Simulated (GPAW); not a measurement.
## Screening of a field by Al2SSe monolayer

Aim: the dipole that a field along the normal induces in Al2SSe monolayer.

Calculated with GPAW 26.7.0; GPAW, PAW setups; layer in a repeated cell with vacuum, relaxation of atoms and in-plane cell, in the first sound run; inputs show where later runs differ.

Most raw output is cut from this account.

## 1. The starting structure

The cell holds 4 atoms: 1 Se, 2 Al and 1 S. Cell: a = 3.689 Å, b = 3.689 Å, c = 18.451 Å, α = 90.0°, β = 90.0°, γ = 120.0°. Vacuum lies along c.

## 2. Relaxing the atoms

The atoms are relaxed first, since the surface dipole, and with it the work function, follows the positions of the outer layers.

Contents of run.py:

```python
import json
import numpy as np
from ase import Atoms
from ase.filters import FrechetCellFilter
from ase.optimize import BFGS
from gpaw import GPAW, PW

slab = Atoms(
    ['Se', 'Al', 'Al', 'S'],
    positions=[
        [-0.00000, 2.13008, 7.00000],
        [0.00000, 0.00000, 8.19012],
        [0.00000, 0.00000, 10.61012],
        [-0.00000, 2.13008, 11.45088]],
    cell=[[3.6894, 0.0, 0.0], [-1.8447, 3.19511, 0.0], [0.0, 0.0, 18.4509]],
    pbc=[True, True, True])

slab.calc = GPAW(mode=PW(600), xc='PBE', kpts={'size': (9, 9, 1), 'gamma': True},
                 occupations={'name': 'fermi-dirac', 'width': 0.05}, nbands='200%',
                 convergence={'density': 1e-05}, maxiter=200,
                 symmetry={'tolerance': 1e-3}, txt='slab.txt')
result = {}
# The in-plane cell is free; stress needs a cell that repeats along all three vectors
path = []
opt = BFGS(FrechetCellFilter(slab, mask=[1, 1, 0, 0, 0, 1]), maxstep=0.2)
opt.attach(lambda: path.append((slab.get_potential_energy(), slab.positions.tolist(), slab.get_forces().tolist())))
result['relaxed'] = bool(opt.run(fmax=0.02, steps=45))
result['path'] = path
result['cell'] = slab.cell.tolist()
print('in-plane lattice', slab.cell.cellpar().round(4)[[0, 1, 5]])
energy = slab.get_potential_energy()
fermi = slab.calc.get_fermi_level()
v = slab.calc.get_electrostatic_potential().mean((0, 1)) - fermi
n = slab.calc.get_pseudo_density().mean((0, 1))
L = slab.cell[2, 2]
z = np.arange(len(v)) * L / len(v)
low, high = slab.positions[:, 2].min(), slab.positions[:, 2].max()
below, above = np.interp([low - 4.8, high + 4.8], z, v)
slopes = [np.interp(x, z, np.gradient(v, z)) for x in (low - 4.8, high + 4.8)]
eps = np.array([[slab.calc.get_eigenvalues(k, s) for k in range(len(slab.calc.get_ibz_k_points()))]
                for s in range(slab.calc.get_number_of_spins())]) - fermi
top, bottom = eps[eps < 0].max(), eps[eps > 0].min()
dipole = slab.get_dipole_moment()[2]
print(f'energy {energy:.4f} eV, Fermi level {fermi:.4f} eV, dipole {dipole:.5f} e A')
print(f'potential 4.8 A off the faces, from the Fermi level: lower {below:.4f} eV, upper {above:.4f} eV')
print(f'slope of the potential there: lower {slopes[0]:.5f}, upper {slopes[1]:.5f} eV/A')
print(f'nearest levels on the mesh: {top:.4f} and {bottom:.4f} eV')
print('magnetic moment', round(slab.get_magnetic_moment(), 3))
result.update(energy=energy, fermi=fermi, dipole=dipole, below=below, above=above, slopes=slopes, edges=[top, bottom],
              z=z.tolist(), v=v.tolist(), n=n.tolist(), positions=slab.positions.tolist(),
              forces=slab.get_forces(apply_constraint=False).tolist(), moments=slab.get_magnetic_moments().tolist())
json.dump(result, open('result.json', 'w'))
```

Run with:

```sh
$ OMP_NUM_THREADS=1 OPENBLAS_NUM_THREADS=1 python run.py
```

Run time: 7.3 min. Hardware: 1 thread of Arm Neoverse V1, shared host; peak memory 0.34 GiB.

This step gave:

- dipole along the normal: -0.007585 e·Å
- levels nearest the Fermi level on the mesh: -1.047, 1.034 eV from the Fermi level

Table of electrostatic potential energy of an electron (without an applied field's), less the Fermi level, planar mean by z:

| z (Å) | electrostatic potential energy of an electron (without an applied field's), less the Fermi level, planar mean (eV) |
| --- | --- |
| 0.0 | 4.97 |
| 0.5 | 4.96 |
| 1.0 | 4.96 |
| 1.5 | 4.96 |
| 2.0 | 4.95 |
| 2.5 | 4.95 |
| 3.0 | 4.95 |
| 3.5 | 4.94 |
| 4.0 | 4.93 |
| 4.5 | 4.90 |
| 5.0 | 4.76 |
| 5.5 | 4.13 |
| 6.0 | 1.38 |
| 6.5 | -8.61 |
| 7.0 | -15.6 |
| 7.5 | -7.63 |
| 8.0 | -9.24 |
| 8.5 | -4.45 |
| 9.0 | 1.01 |
| 9.5 | 1.97 |
| 10.0 | -1.64 |
| 10.5 | -8.49 |
| 11.0 | -9.21 |
| 11.5 | -14.1 |
| 12.0 | -7.88 |
| 12.5 | 1.78 |
| 13.0 | 4.31 |
| 13.5 | 4.85 |
| 14.0 | 4.96 |
| 14.5 | 4.99 |
| 15.0 | 4.99 |
| 15.5 | 4.99 |
| 16.0 | 4.98 |
| 16.5 | 4.98 |
| 17.0 | 4.98 |
| 17.5 | 4.97 |
| 18.0 | 4.97 |

The pseudo valence density, planar mean oscillates, so the rows of the table below give means over windows of 1 Å about each position, cut where the curve ends. Its maxima inside the range that stand out by 2 % of the span (Å: e/Å³): 6.5: 0.323, 7.2: 0.392, 11.4: 0.402, 11.9: 0.337. Its minima: 6.9: 0.199, 9.3: 0.0990, 11.8: 0.325.

The pseudo valence density, planar mean by z; means over each step:

| z (Å) | pseudo valence density, planar mean (e/Å³) |
| --- | --- |
| 3 | 3.5e-5 |
| 4 | 6.7e-4 |
| 5 | 0.0132 |
| 6 | 0.171 |
| 7 | 0.306 |
| 8 | 0.186 |
| 9 | 0.104 |
| 10 | 0.112 |
| 11 | 0.289 |
| 12 | 0.297 |
| 13 | 0.0524 |
| 14 | 0.00249 |
| 15 | 1.2e-4 |
| 16 | 6.2e-6 |

The relaxation lowered the energy of the cell by 0.229 eV (energies extrapolated to zero smearing; the optimiser's log prints free energies). The largest force left on a free atom is 0.0087 eV/Å.

## 3. The slab's potential

The work function is the vacuum plateau of the electrostatic potential less the Fermi level; a dipole layer lets the two faces have plateaus of their own.

This step: GPAW, PAW setups; slab in vacuum (GPAW 26.7.0).

The cell differs from the one that the last finished run ended in (c 18.451 → 18.828 Å).

Edit run.py of step 2 so:

```diff
@@ -3,4 +3,2 @@
 from ase import Atoms
-from ase.filters import FrechetCellFilter
-from ase.optimize import BFGS
 from gpaw import GPAW, PW
@@ -10,22 +8,15 @@
     positions=[
-        [-0.00000, 2.13008, 7.00000],
-        [0.00000, 0.00000, 8.19012],
-        [0.00000, 0.00000, 10.61012],
-        [-0.00000, 2.13008, 11.45088]],
-    cell=[[3.6894, 0.0, 0.0], [-1.8447, 3.19511, 0.0], [0.0, 0.0, 18.4509]],
-    pbc=[True, True, True])
+        [-0.00000, 2.12520, 7.00000],
+        [0.00000, -0.00000, 8.21104],
+        [0.00000, 0.00000, 10.80423],
+        [-0.00000, 2.12520, 11.82815]],
+    cell=[[3.68095, 0.0, 0.0], [-1.84047, 3.18779, 0.0], [0.0, 0.0, 18.8281]],
+    pbc=[True, True, False])
 
-slab.calc = GPAW(mode=PW(600), xc='PBE', kpts={'size': (9, 9, 1), 'gamma': True},
+slab.calc = GPAW(mode=PW(400), xc='PBE', kpts={'size': (9, 9, 1), 'gamma': True},
                  occupations={'name': 'fermi-dirac', 'width': 0.05}, nbands='200%',
                  convergence={'density': 1e-05}, maxiter=200,
+                 poissonsolver={'dipolelayer': 'xy'},
                  symmetry={'tolerance': 1e-3}, txt='slab.txt')
 result = {}
-# The in-plane cell is free; stress needs a cell that repeats along all three vectors
-path = []
-opt = BFGS(FrechetCellFilter(slab, mask=[1, 1, 0, 0, 0, 1]), maxstep=0.2)
-opt.attach(lambda: path.append((slab.get_potential_energy(), slab.positions.tolist(), slab.get_forces().tolist())))
-result['relaxed'] = bool(opt.run(fmax=0.02, steps=45))
-result['path'] = path
-result['cell'] = slab.cell.tolist()
-print('in-plane lattice', slab.cell.cellpar().round(4)[[0, 1, 5]])
 energy = slab.get_potential_energy()
```

Run time: 22 s. Hardware: 1 thread; peak memory 0.19 GiB.

This step gave:

* dipole along the normal: -0.004891 e·Å
* levels nearest the Fermi level on the mesh: -1.075, 1.007 eV from the Fermi level
* upper work function: 4.979 eV
* lower work function: 4.903 eV
* upper ionisation energy: 6.054 eV

Table of electrostatic potential energy of an electron (without an applied field's), less the Fermi level, planar mean by z:

| z (Å) | electrostatic potential energy of an electron (without an applied field's), less the Fermi level, planar mean (eV) |
| --- | --- |
| 0.0 | 4.94 |
| 0.5 | 4.90 |
| 1.0 | 4.90 |
| 1.5 | 4.90 |
| 2.0 | 4.90 |
| 2.5 | 4.90 |
| 3.0 | 4.90 |
| 3.5 | 4.90 |
| 4.0 | 4.90 |
| 4.5 | 4.88 |
| 5.0 | 4.79 |
| 5.5 | 4.38 |
| 6.0 | 2.59 |
| 6.5 | -4.54 |
| 7.0 | -16.7 |
| 7.5 | -8.91 |
| 8.0 | -8.71 |
| 8.5 | -6.61 |
| 9.0 | -0.164 |
| 9.5 | 2.12 |
| 10.0 | -0.125 |
| 10.5 | -6.61 |
| 11.0 | -9.63 |
| 11.5 | -11.6 |
| 12.0 | -12.2 |
| 12.5 | -0.0479 |
| 13.0 | 3.88 |
| 13.5 | 4.75 |
| 14.0 | 4.93 |
| 14.5 | 4.97 |
| 15.0 | 4.98 |
| 15.5 | 4.98 |
| 16.0 | 4.98 |
| 16.5 | 4.98 |
| 17.0 | 4.98 |
| 17.5 | 4.98 |
| 18.0 | 4.98 |
| 18.5 | 4.97 |

Pseudo valence density, planar mean against z:

| z (Å) | pseudo valence density, planar mean (e/Å³) |
| --- | --- |
| 0.00 | -8.9e-7 |
| 0.42 | -1.2e-6 |
| 1.05 | 1.8e-6 |
| 1.46 | 2.2e-6 |
| 2.09 | -8.8e-7 |
| 2.51 | 1.9e-6 |
| 2.93 | 1.1e-5 |
| 3.56 | 8.1e-5 |
| 3.97 | 2.7e-4 |
| 4.60 | 0.00172 |
| 5.02 | 0.00602 |
| 5.44 | 0.0213 |
| 6.07 | 0.128 |
| 6.49 | 0.298 |
| 7.11 | 0.248 |
| 7.53 | 0.388 |
| 7.95 | 0.225 |
| 8.58 | 0.114 |
| 9.00 | 0.106 |
| 9.62 | 0.0993 |
| 10.04 | 0.108 |
| 10.67 | 0.130 |
| 11.09 | 0.281 |
| 11.51 | 0.408 |
| 12.13 | 0.336 |
| 12.55 | 0.192 |
| 13.18 | 0.0331 |
| 13.60 | 0.00896 |
| 14.02 | 0.00244 |
| 14.64 | 3.6e-4 |
| 15.06 | 1.1e-4 |
| 15.69 | 1.4e-5 |
| 16.11 | 3.1e-6 |
| 16.53 | 0 |
| 17.15 | 1.0e-6 |
| 17.57 | 4.2e-7 |
| 18.20 | 0 |
| 18.62 | 7.4e-7 |

The layer is gapped, so the Fermi level lies somewhere inside the gap, set by smearing and numerics, and these work functions are no property of the material; the band edges below the vacuum level are. The potential is flat to 1.4e-4 eV/Å where it is read, so the vacuum is wide enough.

## 4. In a field

A uniform field along the normal polarises the slab; the atoms stay fixed, so this is the electronic response alone.

Edit run.py of step 3 so:

```diff
@@ -4,2 +4,3 @@
 from gpaw import GPAW, PW
+from gpaw.external import ConstantElectricField
 
@@ -19,2 +20,3 @@
                  poissonsolver={'dipolelayer': 'xy'},
+                 external=ConstantElectricField(-0.2, [0, 0, 1]),
                  symmetry={'tolerance': 1e-3}, txt='slab.txt')
```

The job ended after 64 s (1 thread; peak memory 0.26 GiB).

Numbers from this step:

* dipole along the normal: -0.08952 e·Å
* levels nearest the Fermi level on the mesh: -1.053, 1.019 eV from the Fermi level
* potential below the slab, the applied field's own ramp left out: 4.260 eV from the Fermi level
* potential above the slab, the applied field's own ramp left out: 5.641 eV from the Fermi level

Table of electrostatic potential energy of an electron (without an applied field's), less the Fermi level, planar mean by z:

z (Å), electrostatic potential energy of an electron (without an applied field's), less the Fermi level, planar mean (eV) and a bar from the least value:
```
      0.0        5.0 #############################
      0.5        4.3 ############################
      1.0        4.3 ############################
      1.5        4.3 ############################
      2.0        4.3 ############################
      2.5        4.3 ############################
      3.0        4.3 ############################
      3.5        4.3 ############################
      4.0        4.3 ############################
      4.5        4.2 ############################
      5.0        4.2 ############################
      5.5        3.8 ############################
      6.0        2.0 #########################
      6.5       -5.0 ################
      7.0      -17.2 
      7.5       -9.2 ##########
      8.0       -8.9 ###########
      8.5       -6.7 ##############
      9.0       -0.2 ######################
      9.5        2.2 #########################
     10.0        0.0 #######################
     10.5       -6.4 ##############
     11.0       -9.3 ##########
     11.5      -11.2 ########
     12.0      -11.7 #######
     12.5        0.5 #######################
     13.0        4.5 ############################
     13.5        5.4 ##############################
     14.0        5.6 ##############################
     14.5        5.6 ##############################
     15.0        5.6 ##############################
     15.5        5.6 ##############################
     16.0        5.6 ##############################
     16.5        5.6 ##############################
     17.0        5.6 ##############################
     17.5        5.6 ##############################
     18.0        5.6 ##############################
     18.5        5.5 ##############################
```

The dipole is now -0.0895 e Å, against -0.0049 in the run without a field.

## 5. In a field

Edit run.py of step 4 so:

```diff
@@ -20,3 +20,3 @@
                  poissonsolver={'dipolelayer': 'xy'},
-                 external=ConstantElectricField(-0.2, [0, 0, 1]),
+                 external=ConstantElectricField(-0.1, [0, 0, 1]),
                  symmetry={'tolerance': 1e-3}, txt='slab.txt')
```

The job ended after 64 s (1 thread; peak memory 0.26 GiB).

Numbers from this step:

| Property | Result |
| --- | --- |
| dipole along the normal | -0.04722 e·Å |
| levels nearest the Fermi level on the mesh | -1.061, 1.017 eV from the Fermi level |
| potential below the slab, the applied field's own ramp left out | 4.584 eV from the Fermi level |
| potential above the slab, the applied field's own ramp left out | 5.313 eV from the Fermi level |

The electrostatic potential energy of an electron (without an applied field's), less the Fermi level, planar mean by z:

| z (Å) | electrostatic potential energy of an electron (without an applied field's), less the Fermi level, planar mean (eV) |
| --- | --- |
| 0.0 | 4.95 |
| 0.5 | 4.58 |
| 1.0 | 4.58 |
| 1.5 | 4.58 |
| 2.0 | 4.58 |
| 2.5 | 4.58 |
| 3.0 | 4.58 |
| 3.5 | 4.58 |
| 4.0 | 4.58 |
| 4.5 | 4.56 |
| 5.0 | 4.47 |
| 5.5 | 4.08 |
| 6.0 | 2.31 |
| 6.5 | -4.79 |
| 7.0 | -16.9 |
| 7.5 | -9.07 |
| 8.0 | -8.82 |
| 8.5 | -6.68 |
| 9.0 | -0.186 |
| 9.5 | 2.14 |
| 10.0 | -0.0574 |
| 10.5 | -6.50 |
| 11.0 | -9.48 |
| 11.5 | -11.4 |
| 12.0 | -12.0 |
| 12.5 | 0.236 |
| 13.0 | 4.19 |
| 13.5 | 5.07 |
| 14.0 | 5.26 |
| 14.5 | 5.30 |
| 15.0 | 5.31 |
| 15.5 | 5.31 |
| 16.0 | 5.31 |
| 16.5 | 5.31 |
| 17.0 | 5.31 |
| 17.5 | 5.31 |
| 18.0 | 5.31 |
| 18.5 | 5.26 |

The dipole is now -0.0472 e Å, against -0.0049 in the run without a field.

## 6. In a field

Edit run.py of step 5 so:

```diff
@@ -20,3 +20,3 @@
                  poissonsolver={'dipolelayer': 'xy'},
-                 external=ConstantElectricField(-0.1, [0, 0, 1]),
+                 external=ConstantElectricField(-0.05, [0, 0, 1]),
                  symmetry={'tolerance': 1e-3}, txt='slab.txt')
```

The job ended after 64 s (1 thread; peak memory 0.26 GiB).

Table of electrostatic potential energy of an electron (without an applied field's), less the Fermi level, planar mean by z:

z (Å), electrostatic potential energy of an electron (without an applied field's), less the Fermi level, planar mean (eV) and a bar from the least value:
```
      0.0        5.0 ##############################
      0.5        4.8 #############################
      1.0        4.8 #############################
      1.5        4.8 #############################
      2.0        4.8 #############################
      2.5        4.8 #############################
      3.0        4.8 #############################
      3.5        4.7 #############################
      4.0        4.7 #############################
      4.5        4.7 #############################
      5.0        4.6 #############################
      5.5        4.2 #############################
      6.0        2.5 ##########################
      6.5       -4.7 #################
      7.0      -16.8 
      7.5       -9.0 ###########
      8.0       -8.8 ###########
      8.5       -6.6 ##############
      9.0       -0.2 #######################
      9.5        2.1 ##########################
     10.0       -0.1 #######################
     10.5       -6.5 ##############
     11.0       -9.6 ##########
     11.5      -11.5 #######
     12.0      -12.1 ######
     12.5        0.1 #######################
     13.0        4.0 ############################
     13.5        4.9 ##############################
     14.0        5.1 ##############################
     14.5        5.1 ##############################
     15.0        5.2 ##############################
     15.5        5.2 ##############################
     16.0        5.2 ##############################
     16.5        5.2 ##############################
     17.0        5.2 ##############################
     17.5        5.2 ##############################
     18.0        5.2 ##############################
     18.5        5.1 ##############################
```

## 7. Field on

Edit run.py of step 6 so:

```diff
@@ -20,3 +20,3 @@
                  poissonsolver={'dipolelayer': 'xy'},
-                 external=ConstantElectricField(-0.05, [0, 0, 1]),
+                 external=ConstantElectricField(0.05, [0, 0, 1]),
                  symmetry={'tolerance': 1e-3}, txt='slab.txt')
```

It took 63 s on 1 thread; peak memory 0.26 GiB.

## 8. Field on

Edit run.py of step 7 so:

```diff
@@ -20,3 +20,3 @@
                  poissonsolver={'dipolelayer': 'xy'},
-                 external=ConstantElectricField(0.05, [0, 0, 1]),
+                 external=ConstantElectricField(0.1, [0, 0, 1]),
                  symmetry={'tolerance': 1e-3}, txt='slab.txt')
```

The job ended after 64 s (1 thread; peak memory 0.26 GiB).

The dipole is now 0.0374 e Å, against -0.0049 in the run without a field.

## 9. Field on

Edit run.py of step 8 so:

```diff
@@ -20,3 +20,3 @@
                  poissonsolver={'dipolelayer': 'xy'},
-                 external=ConstantElectricField(0.1, [0, 0, 1]),
+                 external=ConstantElectricField(0.2, [0, 0, 1]),
                  symmetry={'tolerance': 1e-3}, txt='slab.txt')
```

Wall time 63 s (1 thread); peak memory 0.26 GiB.

The dipole is now 0.0797 e Å, against -0.0049 in the run without a field.

## 10. In a field

Edit run.py of step 9 so:

```diff
@@ -20,3 +20,3 @@
                  poissonsolver={'dipolelayer': 'xy'},
-                 external=ConstantElectricField(0.2, [0, 0, 1]),
+                 external=ConstantElectricField(0.3, [0, 0, 1]),
                  symmetry={'tolerance': 1e-3}, txt='slab.txt')
```

Elapsed: 63 s, on 1 thread; peak memory 0.26 GiB.

The dipole is now 0.122 e Å, against -0.0049 in the run without a field.

## 11. The series

The members are put on one axis.

This step: induced dipole against applied field (GPAW 26.7.0).

Dipole along the normal against field:

| field (V/Å) | dipole along the normal (e·Å) |
| --- | --- |
| -0.200 | -0.0895 |
| -0.100 | -0.0472 |
| -0.050 | -0.0261 |
| 0.000 | -0.00489 |
| 0.050 | 0.0162 |
| 0.100 | 0.0374 |
| 0.200 | 0.0797 |
| 0.300 | 0.122 |

## 12. Outcome

| Quantity | Value |
| --- | --- |
| work function, upper and lower face (Fermi level placed in the gap by the smearing) | 4.979 and 4.903 eV |
| ionisation energy from the upper face (highest filled level on the mesh) | 6.05 eV |
| electron affinity from the upper face (lowest empty Kohn-Sham level on the mesh) | 3.97 eV |
| dipole along the normal | -0.00489 e Å |
| induced dipole per field | 0.423 e Å per V/Å |
| out-of-plane polarisability per area, α/(ε0 A) | 6.53 Å |

In words: The field induces 0.423 e Å per V/Å, a polarisable thickness α/(ε0 A) of 6.53 Å beside 4.83 Å between the outermost nuclei. A perfect conductor would give the distance between its two image planes; a dielectric of thickness t gives t(1 - 1/ε). The two faces differ by 0.076 eV, the step that the slab's dipole makes (e p/(ε0 A) gives 0.075 eV), so the dipole layer is needed. The levels nearest the Fermi level on the mesh lie 2.08 eV apart, so the slab is gapped there: the smearing puts the Fermi level inside the gap, and from either face the ionisation energy is the work function plus 1.1 eV. Both are Kohn-Sham levels on the mesh, and semilocal gaps are too small, so the affinity tends to come out too large and the ionisation energy too small. The induced dipole is linear in the field over this range. The layer's cell and atoms come from the relaxation; spin-orbit coupling and temperature are left out.

[Logs are printed without paths, hosts, clocks, repeated set-up lines and the standing remarks that a program may print on its own settings, such as how far it seeks lower states.]

[Hosts, paths, dates, database ids (printed as entryN), source tags and the programs' standing remarks are cut or masked in the printed files.]
